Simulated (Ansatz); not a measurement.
# Resistivity from frozen vibrations: Li(100) with 4 thermally displaced layers, 2x2, part 2 of 2

Wanted: the phonon-limited resistivity of Li at 180 K by the Landauer route.

Ansatz 0.2.0; Ansatz plane-wave DFT, PBE, PAW files; ballistic transport by layer matching (Landauer), zero bias; PAW set soft_1.

So far. Step 2 (With 4 displaced layers): Over the solved energies the transmission per spin lies between 4.39 and 4.59, out of 4.84 channels of the lead on average (up to 4.92).

**3. With 8 displaced layers**

Each atom of 8 layers is moved at random, by amounts drawn from a normal law 0.1871 Å wide in each direction from the Debye model (344 K) at 180 K. A fresh draw is used; the growth of the resistance with length is what counts.

System of this step: Li(100) with 8 thermally displaced layers, 2x2. The cell holds 72 atoms: 72 Li. Cell: a = 7.020 Å, b = 7.020 Å, c = 31.590 Å, α = 90.0°, β = 90.0°, γ = 90.0°. It derives from Li. Regions: lead, 40 atoms (40 Li); scattering region, 32 atoms (32 Li). The structure is stacked along c, and the current runs across the ab planes.

Input file input.yaml:

```yaml
crystal:
  lattice:
    - [7.02, 0.0, 0.0]
    - [0.0, 7.02, 0.0]
    - [0.0, 0.0, 31.59]
  atoms:
    - { symbol: Li, position: [0.0, 0.0, 0.0277777778] }
    - { symbol: Li, position: [0.0, 0.5, 0.0277777778] }
    - { symbol: Li, position: [0.5, 0.0, 0.0277777778] }
    - { symbol: Li, position: [0.5, 0.5, 0.0277777778] }
    - { symbol: Li, position: [0.25, 0.25, 0.0833333333] }
    - { symbol: Li, position: [0.25, 0.75, 0.0833333333] }
    - { symbol: Li, position: [0.75, 0.25, 0.0833333333] }
    - { symbol: Li, position: [0.75, 0.75, 0.0833333333] }
    - { symbol: Li, position: [0.0, 0.0, 0.1388888889] }
    - { symbol: Li, position: [0.0, 0.5, 0.1388888889] }
    - { symbol: Li, position: [0.5, 0.0, 0.1388888889] }
    - { symbol: Li, position: [0.5, 0.5, 0.1388888889] }
    - { symbol: Li, position: [0.25, 0.25, 0.1944444444] }
    - { symbol: Li, position: [0.25, 0.75, 0.1944444444] }
    - { symbol: Li, position: [0.75, 0.25, 0.1944444444] }
    - { symbol: Li, position: [0.75, 0.75, 0.1944444444] }
    - { symbol: Li, position: [0.0, 0.0, 0.25] }
    - { symbol: Li, position: [0.0, 0.5, 0.25] }
    - { symbol: Li, position: [0.5, 0.0, 0.25] }
    - { symbol: Li, position: [0.5, 0.5, 0.25] }
    - { symbol: Li, position: [0.2980277346, 0.2850578553, 0.3076726662] }
    - { symbol: Li, position: [0.2177888081, 0.7498812623, 0.309444493] }
    - { symbol: Li, position: [0.7156550373, 0.2605331095, 0.3081020549] }
    - { symbol: Li, position: [0.7685550112, 0.7184339461, 0.3016356497] }
    - { symbol: Li, position: [0.9883655692, 0.9688155816, 0.3714150733] }
    - { symbol: Li, position: [0.98678008, 0.5087696271, 0.3595793353] }
    - { symbol: Li, position: [0.5422120022, 0.0351980016, 0.3648630727] }
    - { symbol: Li, position: [0.4412591366, 0.5013869812, 0.3651612472] }
    - { symbol: Li, position: [0.2767634696, 0.233527919, 0.4274602063] }
    - { symbol: Li, position: [0.2148001328, 0.732365077, 0.4222058742] }
    - { symbol: Li, position: [0.7513076911, 0.3033795061, 0.4177834486] }
    - { symbol: Li, position: [0.733120399, 0.739934964, 0.4102027504] }
    - { symbol: Li, position: [0.9659397778, 0.0168054228, 0.4756650307] }
    - { symbol: Li, position: [0.034510171, 0.4798838226, 0.4822284432] }
    - { symbol: Li, position: [0.492338858, 0.0419703594, 0.4696584121] }
    - { symbol: Li, position: [0.4803935875, 0.5066587441, 0.4783325188] }
    - { symbol: Li, position: [0.2542921712, 0.2343910531, 0.5198324332] }
    - { symbol: Li, position: [0.2126384668, 0.7634004503, 0.5336408075] }
    - { symbol: Li, position: [0.7456202573, 0.2213597294, 0.5329496528] }
    - { symbol: Li, position: [0.7158674343, 0.7309911288, 0.5314566686] }
    - { symbol: Li, position: [0.940016046, 0.0102997876, 0.5798877108] }
    - { symbol: Li, position: [0.0029131631, 0.4979819591, 0.5845306528] }
    - { symbol: Li, position: [0.51850514, 0.9797834835, 0.5917511874] }
    - { symbol: Li, position: [0.5193561084, 0.5224921093, 0.590233952] }
    - { symbol: Li, position: [0.2709954185, 0.2725013334, 0.6393367031] }
    - { symbol: Li, position: [0.2119652589, 0.7463999863, 0.6343303077] }
    - { symbol: Li, position: [0.7120727456, 0.256889799, 0.6355208193] }
    - { symbol: Li, position: [0.7225476149, 0.7221958206, 0.6404789835] }
    - { symbol: Li, position: [0.0095614275, 0.0352538894, 0.6943620144] }
    - { symbol: Li, position: [0.027773221, 0.5373813829, 0.7012579905] }
    - { symbol: Li, position: [0.4369460537, 0.0327540816, 0.696456343] }
    - { symbol: Li, position: [0.5112968384, 0.5098961295, 0.6967118862] }
    - { symbol: Li, position: [0.25, 0.25, 0.75] }
    - { symbol: Li, position: [0.25, 0.75, 0.75] }
    - { symbol: Li, position: [0.75, 0.25, 0.75] }
    - { symbol: Li, position: [0.75, 0.75, 0.75] }
    - { symbol: Li, position: [0.0, 0.0, 0.8055555556] }
    - { symbol: Li, position: [0.0, 0.5, 0.8055555556] }
    - { symbol: Li, position: [0.5, 0.0, 0.8055555556] }
    - { symbol: Li, position: [0.5, 0.5, 0.8055555556] }
    - { symbol: Li, position: [0.25, 0.25, 0.8611111111] }
    - { symbol: Li, position: [0.25, 0.75, 0.8611111111] }
    - { symbol: Li, position: [0.75, 0.25, 0.8611111111] }
    - { symbol: Li, position: [0.75, 0.75, 0.8611111111] }
    - { symbol: Li, position: [0.0, 0.0, 0.9166666667] }
    - { symbol: Li, position: [0.0, 0.5, 0.9166666667] }
    - { symbol: Li, position: [0.5, 0.0, 0.9166666667] }
    - { symbol: Li, position: [0.5, 0.5, 0.9166666667] }
    - { symbol: Li, position: [0.25, 0.25, 0.9722222222] }
    - { symbol: Li, position: [0.25, 0.75, 0.9722222222] }
    - { symbol: Li, position: [0.75, 0.25, 0.9722222222] }
    - { symbol: Li, position: [0.75, 0.75, 0.9722222222] }
kpoints:
  mp_grid: { grid: [3, 3, 1] }
hamiltonian:
  xc: pbe
  pseudopotentials: { kind: paw, azcp: { folder: soft_1 } }
scf:
  occupations: { method: fermi_dirac, width: 0.1 }
output:
  transmission: { leads: [[0, 4]], kmesh: [6, 6], e_range: [-0.05, 0.05], de: 0.05 }
  write_potential: true
  write_density: true
  volumetric_format: npy
```

Run with:

```bash
$ ansatz run input.yaml --threads 4 --pin off --max-ram 15360MiB --backend cpu --events-out ev --progress --plain --runs-dir out
```

Numbers of over 12 decimals in the logs are rounded to 6 here.

The log of the run:

```text
[...]
Crystal: 72 atoms, lattice volume = 1556.768 Å³
Basis set: ecut = 420 eV, 30501 PW (Γ)
Bands: 180, of which v1, the nominal top of the filled ones, is band 108 counted from 1 (107 counted from 0)
Symmetry: 1 space group operations
[...]
k-points: 5 of 9 (time reversal used)
[...]
SCF iter   1: F=—  HF=-14737.461467 eV  |F-HF|=—  |Δ(HF+E_count)|=         —  Δρ=5.64e-3  dr2=4.38e0  ethr=3.10e-3  ⟨swp⟩=10.4  Hψ=5611  notcnv=0  defer=107
[...]
SCF iter   8: F=-14736.236688 eV  HF=-14736.236688 eV  |F-HF|=2.42e-8  |Δ(HF+E_count)|=   5.83e-8  Δρ=6.87e-7  dr2=3.92e-8  ethr=4.63e-11  ⟨swp⟩=11.4  Hψ=3947  notcnv=0
SCF 1 converged in 8 iterations: F = -14736.236688 eV  dr2 = 3.92e-8
[...]
transmission: 81 of 800 steps passed
transmission: 165 of 800 steps passed
[...]
transmission: 800 of 800 steps passed
SCF converged after 8 iterations
Free energy (F): -14736.236688 eV
[...]
Internal energy: -14735.202522 eV  (E = F + TS)
E sigma→0 (E₀):  -14735.719605 eV
Entropy (-TS):   -1.034166 eV (-14.363 meV/atom)
Fermi energy:    0.756644 eV
[...]
--- Band table (eV; the first three rows and the last of 5) ---
  k-point 0: bands = [... 104 lower, 0.4948, 0.5233, 0.5453, 0.5534, 0.5732, 0.5898, 0.6231, 0.9449, ... 68 higher]
  k-point 1: bands = [... 104 lower, 0.6554, 0.6670, 0.6819, 0.6919, 0.8103, 0.8173, 0.8302, 0.8610, ... 68 higher]
  k-point 2: bands = [... 104 lower, 0.6518, 0.6632, 0.6840, 0.6938, 0.8008, 0.8212, 0.8409, 0.8563, ... 68 higher]
  k-point 4: bands = [... 104 lower, 0.4208, 0.4430, 0.6740, 0.7101, 1.1550, 1.1796, 1.2468, 1.2582, ... 68 higher]
--- Transmission ---
  basis      : 437 plane waves across, 40 finite elements along
  points     : 20, standing for a mesh of 6 x 6
[...]
channels       : 4.916667e0 a spin
[...]
junction   : crystal 0 to crystal 0, 0.70 to 30.53 Å
    transmission   : 4.176774e0 a spin
[...]
```

Run time: 17 min. Hardware: 4 threads of Arm Neoverse V1, shared host; peak memory 4.9 GiB.

Numbers from this step:

```
free energy                                   : -14736.2367 eV
energy at zero smearing                       : -14735.7196 eV
Fermi energy                                  : 0.7566 eV
transmission per spin nearest the Fermi level : 4.177
step of the lead's potential                  : 10.2 meV
```

Per spin. Transmission, zone mean against energy, zero at the Fermi level:

```
energy (eV)  transmission, zone mean
    -0.0500                     4.13
     0.0000                     4.18
     0.0500                     4.32
```

Over the solved energies the transmission per spin lies between 4.13 and 4.32, out of 4.84 channels of the lead on average (up to 4.92).

**4. With 12 displaced layers**

Each atom of 12 layers is moved at random, by amounts drawn from a normal law 0.1871 Å wide in each direction from the Debye model (344 K) at 180 K. A fresh draw is used; the growth of the resistance with length is what counts.

System of this step: Li(100) with 12 thermally displaced layers, 2x2. The cell holds 88 atoms: 88 Li. Cell: a = 7.020 Å, b = 7.020 Å, c = 38.610 Å, α = 90.0°, β = 90.0°, γ = 90.0°. It derives from Li. Regions: lead, 40 atoms (40 Li); scattering region, 48 atoms (48 Li). The structure is stacked along c, and the current runs across the ab planes.

Input file input.yaml:

```yaml
crystal:
  lattice:
    - [7.02, 0.0, 0.0]
    - [0.0, 7.02, 0.0]
    - [0.0, 0.0, 38.61]
  atoms:
    - { symbol: Li, position: [0.0, 0.0, 0.0227272727] }
    - { symbol: Li, position: [0.0, 0.5, 0.0227272727] }
    - { symbol: Li, position: [0.5, 0.0, 0.0227272727] }
    - { symbol: Li, position: [0.5, 0.5, 0.0227272727] }
    - { symbol: Li, position: [0.25, 0.25, 0.0681818182] }
    - { symbol: Li, position: [0.25, 0.75, 0.0681818182] }
    - { symbol: Li, position: [0.75, 0.25, 0.0681818182] }
    - { symbol: Li, position: [0.75, 0.75, 0.0681818182] }
    - { symbol: Li, position: [0.0, 0.0, 0.1136363636] }
    - { symbol: Li, position: [0.0, 0.5, 0.1136363636] }
    - { symbol: Li, position: [0.5, 0.0, 0.1136363636] }
    - { symbol: Li, position: [0.5, 0.5, 0.1136363636] }
    - { symbol: Li, position: [0.25, 0.25, 0.1590909091] }
    - { symbol: Li, position: [0.25, 0.75, 0.1590909091] }
    - { symbol: Li, position: [0.75, 0.25, 0.1590909091] }
    - { symbol: Li, position: [0.75, 0.75, 0.1590909091] }
    - { symbol: Li, position: [0.0, 0.0, 0.2045454545] }
    - { symbol: Li, position: [0.0, 0.5, 0.2045454545] }
    - { symbol: Li, position: [0.5, 0.0, 0.2045454545] }
    - { symbol: Li, position: [0.5, 0.5, 0.2045454545] }
    - { symbol: Li, position: [0.2585149004, 0.2404321384, 0.2407829941] }
    - { symbol: Li, position: [0.2470965662, 0.7285742269, 0.2552354269] }
    - { symbol: Li, position: [0.7423021022, 0.2522252746, 0.2458820584] }
    - { symbol: Li, position: [0.7363878965, 0.7496925532, 0.2428005587] }
    - { symbol: Li, position: [0.0080156224, 0.9971723405, 0.289707499] }
    - { symbol: Li, position: [0.9360682381, 0.5136768732, 0.2940121901] }
    - { symbol: Li, position: [0.4858711086, 0.9937046224, 0.3042587938] }
    - { symbol: Li, position: [0.4986724126, 0.5023090844, 0.2882468756] }
    - { symbol: Li, position: [0.2939145383, 0.2744582685, 0.3460804005] }
    - { symbol: Li, position: [0.2512708531, 0.7744360573, 0.3427070272] }
    - { symbol: Li, position: [0.7663463101, 0.245942861, 0.3337653269] }
    - { symbol: Li, position: [0.7774270577, 0.6984181121, 0.3397461457] }
    - { symbol: Li, position: [0.9945478676, 0.9721995778, 0.3893353731] }
    - { symbol: Li, position: [0.9946596384, 0.4883540243, 0.388883249] }
    - { symbol: Li, position: [0.4872954215, 0.0370272372, 0.3880670984] }
    - { symbol: Li, position: [0.4873552965, 0.4481700516, 0.3800251082] }
    - { symbol: Li, position: [0.2789725856, 0.2486510038, 0.4304459074] }
    - { symbol: Li, position: [0.2938055756, 0.7158073128, 0.4289795663] }
    - { symbol: Li, position: [0.7374018227, 0.2656304986, 0.4286021036] }
    - { symbol: Li, position: [0.7336475913, 0.7072101481, 0.4353532538] }
    - { symbol: Li, position: [0.0214899522, 0.9873008142, 0.4780644171] }
    - { symbol: Li, position: [0.9655408174, 0.4874224698, 0.4839514958] }
    - { symbol: Li, position: [0.5036182912, 0.0615893521, 0.4734572953] }
    - { symbol: Li, position: [0.5154691422, 0.4947882325, 0.4800151808] }
    - { symbol: Li, position: [0.2498077606, 0.2350396579, 0.5185220348] }
    - { symbol: Li, position: [0.3317339857, 0.747938146, 0.5129527521] }
    - { symbol: Li, position: [0.7327096942, 0.2680750898, 0.5203037898] }
    - { symbol: Li, position: [0.7862665878, 0.7767217953, 0.521988905] }
    - { symbol: Li, position: [0.9874117323, 0.9732141529, 0.5647891615] }
    - { symbol: Li, position: [0.9607291545, 0.5321066307, 0.5758917605] }
    - { symbol: Li, position: [0.4665140441, 0.9684988577, 0.5596100462] }
    - { symbol: Li, position: [0.4743057065, 0.4171917007, 0.5626453245] }
    - { symbol: Li, position: [0.2845729924, 0.2407851092, 0.6177784344] }
    - { symbol: Li, position: [0.2369651299, 0.7969356267, 0.6146019501] }
    - { symbol: Li, position: [0.7398166354, 0.3180421687, 0.6120636862] }
    - { symbol: Li, position: [0.7174447959, 0.7553824891, 0.6134481347] }
    - { symbol: Li, position: [0.0284259333, 0.9754312096, 0.6629912788] }
    - { symbol: Li, position: [0.0227324515, 0.482200884, 0.6598821339] }
    - { symbol: Li, position: [0.4778539286, 0.062534229, 0.6556780263] }
    - { symbol: Li, position: [0.4879220038, 0.4715870366, 0.6574132994] }
    - { symbol: Li, position: [0.2498433577, 0.2704676172, 0.7015864965] }
    - { symbol: Li, position: [0.2450476634, 0.7122394213, 0.7005351319] }
    - { symbol: Li, position: [0.8234639389, 0.2777573178, 0.7007579828] }
    - { symbol: Li, position: [0.7143478483, 0.7239930471, 0.7044403215] }
    - { symbol: Li, position: [0.0009257686, 0.9801569375, 0.7437641227] }
    - { symbol: Li, position: [0.0379175706, 0.5120409686, 0.7481845122] }
    - { symbol: Li, position: [0.4941176439, 0.9858838498, 0.735769328] }
    - { symbol: Li, position: [0.5030832971, 0.4714615743, 0.7451401054] }
    - { symbol: Li, position: [0.25, 0.25, 0.7954545455] }
    - { symbol: Li, position: [0.25, 0.75, 0.7954545455] }
    - { symbol: Li, position: [0.75, 0.25, 0.7954545455] }
    - { symbol: Li, position: [0.75, 0.75, 0.7954545455] }
    - { symbol: Li, position: [0.0, 0.0, 0.8409090909] }
    - { symbol: Li, position: [0.0, 0.5, 0.8409090909] }
    - { symbol: Li, position: [0.5, 0.0, 0.8409090909] }
    - { symbol: Li, position: [0.5, 0.5, 0.8409090909] }
    - { symbol: Li, position: [0.25, 0.25, 0.8863636364] }
    - { symbol: Li, position: [0.25, 0.75, 0.8863636364] }
    - { symbol: Li, position: [0.75, 0.25, 0.8863636364] }
    - { symbol: Li, position: [0.75, 0.75, 0.8863636364] }
    - { symbol: Li, position: [0.0, 0.0, 0.9318181818] }
    - { symbol: Li, position: [0.0, 0.5, 0.9318181818] }
    - { symbol: Li, position: [0.5, 0.0, 0.9318181818] }
    - { symbol: Li, position: [0.5, 0.5, 0.9318181818] }
    - { symbol: Li, position: [0.25, 0.25, 0.9772727273] }
    - { symbol: Li, position: [0.25, 0.75, 0.9772727273] }
    - { symbol: Li, position: [0.75, 0.25, 0.9772727273] }
    - { symbol: Li, position: [0.75, 0.75, 0.9772727273] }
kpoints:
  mp_grid: { grid: [3, 3, 1] }
hamiltonian:
  xc: pbe
  pseudopotentials: { kind: paw, azcp: { folder: soft_1 } }
scf:
  occupations: { method: fermi_dirac, width: 0.1 }
output:
  transmission: { leads: [[0, 4]], kmesh: [6, 6], e_range: [-0.05, 0.05], de: 0.05 }
  write_potential: true
  write_density: true
  volumetric_format: npy
```

The log of the run:

```text
[...]
Crystal: 88 atoms, lattice volume = 1902.716 Å³
Basis set: ecut = 420 eV, 37253 PW (Γ)
Bands: 220, of which v1, the nominal top of the filled ones, is band 132 counted from 1 (131 counted from 0)
Symmetry: 1 space group operations
[...]
k-points: 5 of 9 (time reversal used)
[...]
SCF iter   1: F=—  HF=-18011.825953 eV  |F-HF|=—  |Δ(HF+E_count)|=         —  Δρ=6.67e-3  dr2=8.56e0  ethr=3.10e-3  ⟨swp⟩=10.6  Hψ=6905  notcnv=0  defer=98
[...]
SCF iter   9: F=-18009.781775 eV  HF=-18009.781775 eV  |F-HF|=8.04e-9  |Δ(HF+E_count)|=   1.20e-8  Δρ=2.75e-7  dr2=1.06e-8  ethr=3.79e-11  ⟨swp⟩=14.8  Hψ=4486  notcnv=0
SCF 1 converged in 9 iterations: F = -18009.781775 eV  dr2 = 1.06e-8
[...]
transmission: 99 of 980 steps passed
transmission: 201 of 980 steps passed
[...]
transmission: 980 of 980 steps passed
SCF converged after 9 iterations
Free energy (F): -18009.781775 eV
[...]
Internal energy: -18008.513814 eV  (E = F + TS)
E sigma→0 (E₀):  -18009.147795 eV
Entropy (-TS):   -1.267960 eV (-14.409 meV/atom)
Fermi energy:    0.760764 eV
[...]
--- Band table (eV; the first three rows and the last of 5) ---
  k-point 0: bands = [... 128 lower, 0.3935, 0.6168, 0.6350, 0.6518, 0.6660, 0.7157, 0.7288, 0.7496, ... 84 higher]
  k-point 1: bands = [... 128 lower, 0.6437, 0.6500, 0.6651, 0.6700, 0.8243, 0.8473, 0.8785, 0.9027, ... 84 higher]
  k-point 2: bands = [... 128 lower, 0.6288, 0.6403, 0.6620, 0.6743, 0.8229, 0.8435, 0.8809, 0.8968, ... 84 higher]
  k-point 4: bands = [... 128 lower, 0.5582, 0.5962, 0.6206, 0.6385, 1.1380, 1.1699, 1.1894, 1.2461, ... 84 higher]
--- Transmission ---
  basis      : 437 plane waves across, 49 finite elements along
  points     : 20, standing for a mesh of 6 x 6
[...]
channels       : 4.916667e0 a spin
[...]
junction   : crystal 0 to crystal 0, 0.70 to 37.55 Å
    transmission   : 3.751888e0 a spin
[...]
```

The job ended after 21 min (4 threads; peak memory 7.1 GiB; 67 min of CPU time).

Numbers from this step:

- free energy: -18009.7818 eV
- energy at zero smearing: -18009.1478 eV
- Fermi energy: 0.7608 eV
- transmission per spin nearest the Fermi level: 3.752
- step of the lead's potential: 8.7 meV

Per spin. Table of transmission, zone mean by energy, zero at the Fermi level:

```
energy (eV)  transmission, zone mean
    -0.0500                     3.70
     0.0000                     3.75
     0.0500                     3.82
```

Over the solved energies the transmission per spin lies between 3.70 and 3.82, out of 4.84 channels of the lead on average (up to 4.92).

**5. The fit**

This step: Ansatz plane-wave DFT, PBE, PAW files; ballistic transport by layer matching (Landauer), zero bias; resistivity from the slope of the area resistance; PAW set soft_1 (Ansatz 0.2.0).

Numbers from this step:

```
resistivity           : 19.65 µΩ cm
intercept             : -0.04917 fΩ m²
scatter about the fit : 0.02015 fΩ m²
```

Resistance, by row:

```
run  length (Å)      T  channels N  RA (fΩ m²)
 n4        7.02   4.49       4.843       0.103
 n8       14.04  4.208       4.843      0.1982
n12       21.06  3.758       4.843      0.3789
```

Area resistance against length of the displaced region:

```
length of the displaced region (Å)  area resistance (fΩ m²)
                              7.02                    0.103
                             14.04                    0.198
                             21.06                    0.379
```

The area resistance goes from 0.10 to 0.38 fΩ m² between 7.0 and 21.1 Å, a slope of 20 µΩ cm.

By hand from the end points: (0.3789 − 0.1030) fΩ m² / (21.06 − 7.02) Å = 20 µΩ cm, since 1 fΩ m² per Å is 1000 µΩ cm.

**6. Outcome**

```
resistivity from the slope  : 19.7 µΩ cm
area resistance over 7.02 Å : 0.103 fΩ m²
area resistance over 14.0 Å : 0.198 fΩ m²
area resistance over 21.1 Å : 0.379 fΩ m²
```

In words: The slope gives 20 µΩ cm. The points scatter by 0.020 fΩ m² about the line, with one random draw a length in a 2x2 cell, so the slope is a rough value. The mean square of the displacements drawn is 0.78, 0.99 and 1.2 of the nominal one at the three lengths; with each resistance scaled back by that, the slope is 14 µΩ cm, the value used below. Read with a model of isotropic scattering on a spherical Fermi surface and the lead's 0.76×10¹⁵ S/m², this slope means a mean free path near 82 Å; over these lengths the model's slope is 1.13 times its bulk resistivity, which would be 12 µΩ cm. Uncorrelated displacements put too much weight on short waves, which scatter strongly; with the sideways repeat of a small cell, one draw and three short lengths, the method is good to a factor of two or three.

[Logs are printed without paths, hosts, clocks, repeated set-up lines and the standing remarks that a program may print on its own settings, such as how far it seeks lower states.]

[Hosts, paths, dates, database ids (printed as entryN), source tags and the programs' standing remarks are cut or masked in the printed files.]
